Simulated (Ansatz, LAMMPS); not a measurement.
# Relaxing amorphous 92HfO2-8Y2O3 (mol %) (79 atoms)

Aim: bring amorphous 92HfO2-8Y2O3 (mol %) (79 atoms) to a nearby minimum of the energy and see what moves.

Main program and level: Ansatz 0.2.0; Kohn-Sham DFT, PBE, PAW (set soft_2), plane waves.

## Step 1: The structure

The cell holds 79 atoms: 23 Hf, 4 Y and 52 O. Cell: a = 10.350 Å, b = 10.350 Å, c = 10.350 Å, α = 90.0°, β = 90.0°, γ = 90.0°. 79 atoms (23 Zr, 4 Er, 52 O) placed at random at 5.39 g/cm³, melted at 5000 K for 10 ps at fixed volume with the Morse and Coulomb pair potential with partial charges (Pedone, Malavasi, Menziani, Cormack and Segre, J. Phys. Chem. B 110, 11780 (2006)). Quenched from 5000 K to 300 K at 50 K/ps and fixed volume, held 5 ps, then minimised at fixed cell. Then Zr was replaced by Hf, Er was replaced by Y (the potential has no terms for the new elements, so the cell is a start for a DFT relaxation).

Structure file:

```cif
data_structure
_symmetry_space_group_name_H-M 'P 1'
_symmetry_Int_Tables_number 1
_cell_length_a 10.3502
_cell_length_b 10.3502
_cell_length_c 10.3502
_cell_angle_alpha 90.000
_cell_angle_beta 90.000
_cell_angle_gamma 90.000
_cell_volume 1108.78
loop_
_atom_site_label
_atom_site_type_symbol
_atom_site_fract_x
_atom_site_fract_y
_atom_site_fract_z
_atom_site_occupancy
Hf1 Hf 0.67670 0.39265 0.62750 1
Hf2 Hf 0.43207 0.83150 0.62897 1
Hf3 Hf 0.13032 0.07950 0.57234 1
Hf4 Hf 0.36338 0.50333 0.43394 1
Hf5 Hf 0.49473 0.87026 0.99775 1
Hf6 Hf 0.26878 0.15917 0.95722 1
Hf7 Hf 0.70172 0.37815 0.30623 1
Hf8 Hf 0.98398 0.35286 0.13498 1
Hf9 Hf 0.03598 0.59818 0.84160 1
Hf10 Hf 0.97595 0.99488 0.30661 1
Hf11 Hf 0.28618 0.17117 0.24516 1
Hf12 Hf 0.95198 0.86828 0.79910 1
Hf13 Hf 0.00492 0.44106 0.50779 1
Hf14 Hf 0.64545 0.64884 0.81808 1
Hf15 Hf 0.78738 0.09504 0.06262 1
Hf16 Hf 0.28743 0.37385 0.71673 1
Hf17 Hf 0.13125 0.76994 0.49848 1
Hf18 Hf 0.68359 0.03035 0.74912 1
Hf19 Hf 0.55795 0.30798 0.98411 1
Hf20 Hf 0.45346 0.18876 0.50766 1
Hf21 Hf 0.50428 0.63892 0.18295 1
Hf22 Hf 0.59035 0.92488 0.30764 1
Hf23 Hf 0.95573 0.24199 0.77365 1
Y24 Y 0.83145 0.70330 0.10760 1
Y25 Y 0.20070 0.82902 0.10719 1
Y26 Y 0.77679 0.75207 0.49140 1
Y27 Y 0.26928 0.50280 0.04679 1
O28 O 0.84648 0.68651 0.86790 1
O29 O 0.70524 0.59520 0.63333 1
O30 O 0.28706 0.19605 0.61443 1
O31 O 0.44458 0.83490 0.19936 1
O32 O 0.25468 0.91884 0.58627 1
O33 O 0.41647 0.19662 0.09378 1
O34 O 0.48890 0.46993 0.07467 1
O35 O 0.20224 0.46219 0.55566 1
O36 O 0.14667 0.10099 0.37079 1
O37 O 0.52127 0.04459 0.63067 1
O38 O 0.04715 0.39779 0.31821 1
O39 O 0.19951 0.04269 0.11219 1
O40 O 0.56692 0.82901 0.48352 1
O41 O 0.35496 0.30907 0.37245 1
O42 O 0.01821 0.24725 0.57873 1
O43 O 0.06147 0.73499 0.69222 1
O44 O 0.90552 0.25170 0.96931 1
O45 O 0.06836 0.77954 0.94268 1
O46 O 0.67767 0.73226 0.26509 1
O47 O 0.63185 0.97214 0.11270 1
O48 O 0.03363 0.04663 0.74763 1
O49 O 0.14955 0.25967 0.82883 1
O50 O 0.46360 0.38840 0.59993 1
O51 O 0.10896 0.82916 0.29991 1
O52 O 0.90061 0.91526 0.13509 1
O53 O 0.63323 0.14047 0.91074 1
O54 O 0.76607 0.21786 0.69921 1
O55 O 0.80915 0.41980 0.47187 1
O56 O 0.04002 0.51756 0.02755 1
O57 O 0.00907 0.93436 0.50033 1
O58 O 0.44240 0.06567 0.34924 1
O59 O 0.31978 0.69175 0.50013 1
O60 O 0.58137 0.86178 0.81417 1
O61 O 0.82912 0.99526 0.89128 1
O62 O 0.96220 0.44679 0.72466 1
O63 O 0.61946 0.70180 0.01513 1
O64 O 0.39530 0.29481 0.86486 1
O65 O 0.64327 0.43775 0.83329 1
O66 O 0.91899 0.16728 0.20880 1
O67 O 0.79738 0.88180 0.66793 1
O68 O 0.68086 0.26100 0.14312 1
O69 O 0.77892 0.96679 0.36342 1
O70 O 0.35932 0.71012 0.01936 1
O71 O 0.46556 0.66356 0.73111 1
O72 O 0.81973 0.48050 0.17850 1
O73 O 0.31826 0.57582 0.24935 1
O74 O 0.35442 0.98340 0.91380 1
O75 O 0.54995 0.50937 0.34126 1
O76 O 0.62690 0.26458 0.45597 1
O77 O 0.21846 0.51715 0.83580 1
O78 O 0.18495 0.29654 0.10117 1
O79 O 0.97758 0.64092 0.46769 1
```

Before any run, some limits are plain. The quench rate of 50 K/ps is many orders above laboratory rates, so the cell is likely richer in defects and strain than a real sample. The network of bonds at the start is that of the classical potential that made the cell. Only the Γ point is sampled in the main run, in a cell whose shortest periodic width is 10 Å. No spin–orbit coupling is included, so levels derived from the heavy atoms are approximate.

## Step 2: How the cell was made

A classical potential makes the cell, at a small fraction of what the same run would cost in DFT.

This step: classical MD, Morse and Coulomb pair potential with partial charges (Pedone, Malavasi, Menziani, Cormack and Segre, J. Phys. Chem. B 110, 11780 (2006)) (LAMMPS 22 Jul 2025 - Update 4).

Contents of in.lmp:

```
# melt-quench of Zr23Er4O52
units metal
atom_style charge
boundary p p p
region box block 0 10.3502 0 10.3502 0 10.3502
create_box 3 box
mass 1 91.2240   # Zr
mass 2 167.2590   # Er
mass 3 15.9990   # O
create_atoms 1 random 23 37863 NULL overlap 1.5 maxtry 2000
create_atoms 2 random 4 37870 NULL overlap 1.5 maxtry 2000
create_atoms 3 random 52 37877 NULL overlap 1.5 maxtry 2000
pair_style hybrid/overlay pedone 5.5 coul/long 8.0
pair_coeff * * coul/long
pair_coeff 1 3 pedone 0.206237 2.479675 2.436997 1   # Zr-O
pair_coeff 2 3 pedone 0.040448 2.294078 2.837722 3   # Er-O
pair_coeff 3 3 pedone 0.042395 1.379316 3.618701 22   # O-O
set type 1 charge 2.4
set type 2 charge 1.8
set type 3 charge -1.2
kspace_style pppm 1.0e-4
neigh_modify delay 0 every 1 check yes
thermo_style custom step time temp pe press density
thermo_modify norm yes
timestep 0.002
thermo 100
min_style cg
minimize 1e-4 1e-4 200 2000
reset_timestep 0
velocity all create 5000 37864 mom yes dist gaussian
fix lim all nve/limit 0.05
fix lan all langevin 5000 5000 0.2 37865 zero yes
thermo 500
run 1000 post no
# [... 10 lines left out ...]
thermo 1250
fix md all nvt temp 300 300 0.2
run 2500 post no
unfix md
thermo 100
min_style cg
minimize 0 1e-3 2000 20000
write_dump all custom glass.dump id type xs ys zs modify sort id
```

Run with:

```console
lmp -in in.lmp -log none -nocite
```

Numbers of over 12 decimals in the logs are rounded to 6 here.

Log:

```text
LAMMPS (22 Jul 2025 - Update 4)
Created orthogonal box = (0 0 0) to (10.3502 10.3502 10.3502)
Created 23 atoms
Created 4 atoms
Created 52 atoms
PPPM initialization ...
  G vector (1/distance) = 0.38714548
  grid = 12 12 12
  estimated relative force accuracy = 5.0791801e-05
   Step          Time           Temp          PotEng         Press         Density
         0   0              0             -2.5236156      1102471.6      5.390153
        92   0.184          0             -14.528108     -11876.024      5.390153
Loop time of 0.090737 s on 1 MPI rank(s) for 92 steps with 79 atoms
Minimization stats:
  Stopping criterion = energy tolerance
[... 36 lines left out ...]
     55000   110            294.61761     -14.617621     -41988.35       5.390153
     55500   111            263.39751     -14.618885     -45562.896      5.390153
Loop time of 1.45775 s on 1 MPI rank(s) for 2500 steps with 79 atoms
   Step          Time           Temp          PotEng         Press         Density
     55500   111            263.39751     -14.618885     -45562.896      5.390153
     55522   111.044        263.39751     -14.651812     -50687.659      5.390153
Loop time of 0.0516297 s on 1 MPI rank(s) for 22 steps with 79 atoms
Minimization stats:
  Stopping criterion = linesearch alpha is zero
  Energy initial, next-to-last, final =
     -14.6188846893387  -14.6518123693766  -14.6518123693766
  Force two-norm initial, final = 10.736119 0.099830018
  Iterations, force evaluations = 22 73
```

It took 34 s on 1 thread of Arm Neoverse N1, shared host; peak memory 0.072 GiB.

## Step 3: Single point at the start

A single point comes first, to see the forces before anything moves.

Contents of input.yaml:

```yaml
crystal:
  lattice:
    - [10.3502, 0.0, 0.0]
    - [0.0, 10.3502, 0.0]
    - [0.0, 0.0, 10.3502]
  atoms:
    - { symbol: Hf, position: [0.6767, 0.39265, 0.6275] }
    - { symbol: Hf, position: [0.43207, 0.8315, 0.62897] }
    - { symbol: Hf, position: [0.13032, 0.0795, 0.57234] }
    - { symbol: Hf, position: [0.36338, 0.50333, 0.43394] }
    [... 69 atom lines left out ...]
    - { symbol: O, position: [0.35442, 0.9834, 0.9138] }
    - { symbol: O, position: [0.54995, 0.50937, 0.34126] }
    - { symbol: O, position: [0.6269, 0.26458, 0.45597] }
    - { symbol: O, position: [0.21846, 0.51715, 0.8358] }
    - { symbol: O, position: [0.18495, 0.29654, 0.10117] }
    - { symbol: O, position: [0.97758, 0.64092, 0.46769] }
kpoints:
  mp_grid: { grid: [1, 1, 1] }
hamiltonian:
  xc: pbe
scf:
  occupations: { method: fermi_dirac, width: 0.025 }
output:
  forces: true
```

Run with:

```console
ansatz run input.yaml --threads 4 --pin off --max-ram 8192MiB --backend cpu --events-out ev --progress --plain --runs-dir out
```

Log:

```text
Engine: ansatz 0.2.0, aarch64-unknown-linux-gnu
Pseudopotentials: kind: paw
Pseudopotential: Hf, paw, valence charge 26, recommended cutoff 420 eV (normal), Hf.paw.azcp
Pseudopotential: Y, paw, valence charge 11, recommended cutoff 420 eV (normal), Y.paw.azcp
Pseudopotential: O, paw, valence charge 6, recommended cutoff 420 eV (normal), O.paw.azcp
[... 5 lines on functional and potentials left out ...]
Crystal: 79 atoms, lattice volume = 1108.782 Å³
Basis set: ecut = 420 eV, 21823 PW (Γ), exchange–correlation on 144×144×144 points (8 copies of the dense FFT grid, shifted against one another)
Bands: 556, of which v1, the nominal top of the filled ones, is band 477 counted from 1 (476 counted from 0)
Symmetry: 1 space group operations
Space group: P1 (ITA 1), of the structure as read, at distance tolerance 1.0e-4 Å
k-points: 1
[... 7 lines on functional and potentials left out ...]
Initial density: superposition of atomic densities (neutral atoms: chi_scale 0, normalization atom), corrected by the library's trained network
Initial wavefunctions: pseudopotential atomic-orbital guess
Functional: x = pbe(κ = 0.804, μ = 0.219515), c = pbe(β = 0.066725)
SCF iter   1: F=—  HF=-406623.671924 eV  |F-HF|=—  |Δ(HF+E_count)|=         —  Δρ=3.55e-3  dr2=1.32e-1  ethr=1.77e-3  ⟨swp⟩=5.0  Hψ=1729  notcnv=0  defer=46
preconditioner: auto → Resta (q_TF=auto, 2.661 Å⁻¹)  ε∞=4.9  [insulator: Δε(μ)=3.644 eV  Ē_g=16.885 eV  σ=0.025 eV  W_gap=1.00  n_scr=364 (ndim 8)  ℏωp=33.5 eV  f_vac=0.132  D(μ)=0.00/eV (n_scr^D=0)  ε∞_Penn≈4.9]
SCF iter   2: F=—  HF=-406623.666139 eV  |F-HF|=—  |Δ(HF+E_count)|=   5.79e-3  Δρ=1.80e-3  dr2=2.89e-2  ethr=1.39e-5  ⟨swp⟩=2.0  Hψ=1016  notcnv=0  defer=72
SCF iter   3: F=—  HF=-406623.668627 eV  |F-HF|=—  |Δ(HF+E_count)|=   2.49e-3  Δρ=8.19e-4  dr2=9.20e-3  ethr=3.03e-6  ⟨swp⟩=2.0  Hψ=808  notcnv=0  defer=69
automatic band count: iteration 3 solves 553 bands in place of 556: the levels show a gap, and the empty bands left out lie too high to hold charge; the band table lists the bands solved (type scf.n_extra_bands for more)
SCF iter   4: F=—  HF=-406623.669768 eV  |F-HF|=—  |Δ(HF+E_count)|=   1.14e-3  Δρ=2.47e-4  dr2=8.17e-4  ethr=9.64e-7  ⟨swp⟩=2.0  Hψ=866  notcnv=0  defer=69
SCF iter   5: F=—  HF=-406623.669942 eV  |F-HF|=—  |Δ(HF+E_count)|=   1.74e-4  Δρ=1.57e-4  dr2=2.93e-4  ethr=8.56e-8  ⟨swp⟩=2.0  Hψ=959  notcnv=0  defer=69
SCF iter   6: F=—  HF=-406623.669985 eV  |F-HF|=—  |Δ(HF+E_count)|=   4.34e-5  Δρ=4.58e-5  dr2=2.70e-5  ethr=3.08e-8  ⟨swp⟩=2.0  Hψ=958  notcnv=0  defer=69
SCF iter   7: F=—  HF=-406623.671987 eV  |F-HF|=—  |Δ(HF+E_count)|=   2.00e-3  Δρ=3.00e-5  dr2=1.05e-5  ethr=2.83e-9  ⟨swp⟩=2.0  Hψ=1028  notcnv=0  defer=69
SCF iter   8: F=—  HF=-406623.671990 eV  |F-HF|=—  |Δ(HF+E_count)|=   2.99e-6  Δρ=1.06e-5  dr2=1.60e-6  ethr=1.10e-9  ⟨swp⟩=2.0  Hψ=961  notcnv=0  defer=69
SCF iter   9: F=—  HF=-406623.671991 eV  |F-HF|=—  |Δ(HF+E_count)|=   1.32e-6  Δρ=5.41e-6  dr2=3.51e-7  ethr=1.67e-10  ⟨swp⟩=2.0  Hψ=961  notcnv=0  defer=69
SCF iter  10: F=—  HF=-406623.671991 eV  |F-HF|=—  |Δ(HF+E_count)|=   1.04e-7  Δρ=3.34e-6  dr2=1.31e-7  ethr=1.05e-11  ⟨swp⟩=5.0  Hψ=1843  notcnv=0
SCF iter  11: F=-406623.671992 eV  HF=-406623.671991 eV  |F-HF|=5.59e-9  |Δ(HF+E_count)|=   3.09e-8  Δρ=1.48e-6  dr2=3.11e-8  ethr=1.05e-11  ⟨swp⟩=4.0  Hψ=1673  notcnv=0
SCF 1 converged in 11 iterations: F = -406623.671992 eV  dr2 = 3.11e-8
  greatest PAW one-centre occupation: 0.999 electrons in one spin orbital (limit 2), on the Hf atom at site 2 (counted from 0), in its partial waves of l = 0
SCF converged after 11 iterations
Free energy (F): -406623.671992 eV
Harris-Foulkes:  -406623.671991 eV  (|F-HF|=5.59e-9)
Internal energy: -406623.671992 eV  (E = F + TS)
E sigma→0 (E₀):  -406623.671992 eV
Fermi energy:    12.454438 eV
--- Per-component energies (eV) ---
  E_band       = -3463.495377
  E_kinetic    = 19906.345222
  E_local      = -175908.475662  (includes V_loc(G=0)·N_el)
  E_nonlocal   = -25907.030489
  E_hartree    = 79742.468474
  E_xc         = -11402.855317
  E_vxc        = -11775.828863  (∫ρ·V_xc dr)
  E_paw        = -178827.078885  (= ΣΔE_a)
  E_vpaw       = 30736.437427  (= ΣTr[D̂ρ^β])
  E_aug_tail   = 0.127610  (compensation charges beyond the density's cutoff)
  E_ewald      = -114227.172944
  E_smearing   = -0.000000  (= −TS)
  E_closure    = 0.000000  (closes the sum)
  Σ components = -406623.671992   (vs F -406623.671992, Δ=0.00e0)
--- Forces (eV/Å), atoms counted from 1 ---
  atom   1  Hf     0.14799906     0.08812274     0.32501101
  atom   2  Hf     0.66975485    -0.83237788    -0.48418101
  atom   3  Hf     0.00950234     0.30609050    -0.24686853
  atom   4  Hf    -0.29646282     0.12707737    -0.93251047
  atom   5  Hf    -0.45265752     1.21813016    -0.75362334
  atom   6  Hf     0.61687356    -0.81583253    -0.14357086
  atom   7  Hf    -0.70360627     0.52439912    -0.28098771
  atom   8  Hf     0.14569161     0.23836767     0.96888453
  atom   9  Hf     0.53508776    -1.41415391    -0.37455562
  atom  10  Hf    -0.75374166    -0.30907593    -0.76120606
  atom  11  Hf     0.21545003     0.04501011     0.52132517
  atom  12  Hf    -0.10519377     1.33659968    -0.28453713
  atom  13  Hf     0.43902522    -0.37309161    -1.76156700
  atom  14  Hf    -0.96287677    -1.11828938    -1.30073915
[...]
atom  78  O     -0.09398851     0.31237674     0.31875144
  atom  79  O      0.06048911     0.14813812     0.22162414
  max |Σ_I F_I| component: 1.35e-4 eV/Å
```

Wall time 41 s (4 threads of Arm Neoverse N1, shared host); peak memory 1.8 GiB.

Read from the output:

```
free energy            : -406623.6720 eV
free energy per atom   : -5147.1351 eV/atom
SCF cycles             : 11
r.m.s. force component : 0.4087 eV/Å
longest force          : 1.967 eV/Å
Fermi energy           : 12.45 eV
```

The r.m.s. force component of 0.41 eV/Å sets the starting point.

Length of the force by element:

| element | coordination | atoms | mean length of the force (eV/Å) | spread | least | most |
| --- | --- | --- | --- | --- | --- | --- |
| Hf | all | 23 | 0.939 | 0.477 | 0.0981 | 1.97 |
| O | all | 52 | 0.426 | 0.211 | 0.148 | 1.21 |
| Y | all | 4 | 0.723 | 0.231 | 0.493 | 1.02 |

(Continued in part 2 of 4.)

[Logs are printed without paths, hosts, clocks, repeated set-up lines and the standing remarks that a program may print on its own settings, such as how far it seeks lower states.]

[Hosts, paths, dates, database ids (printed as entryN), source tags and the programs' standing remarks are cut or masked in the printed files.]
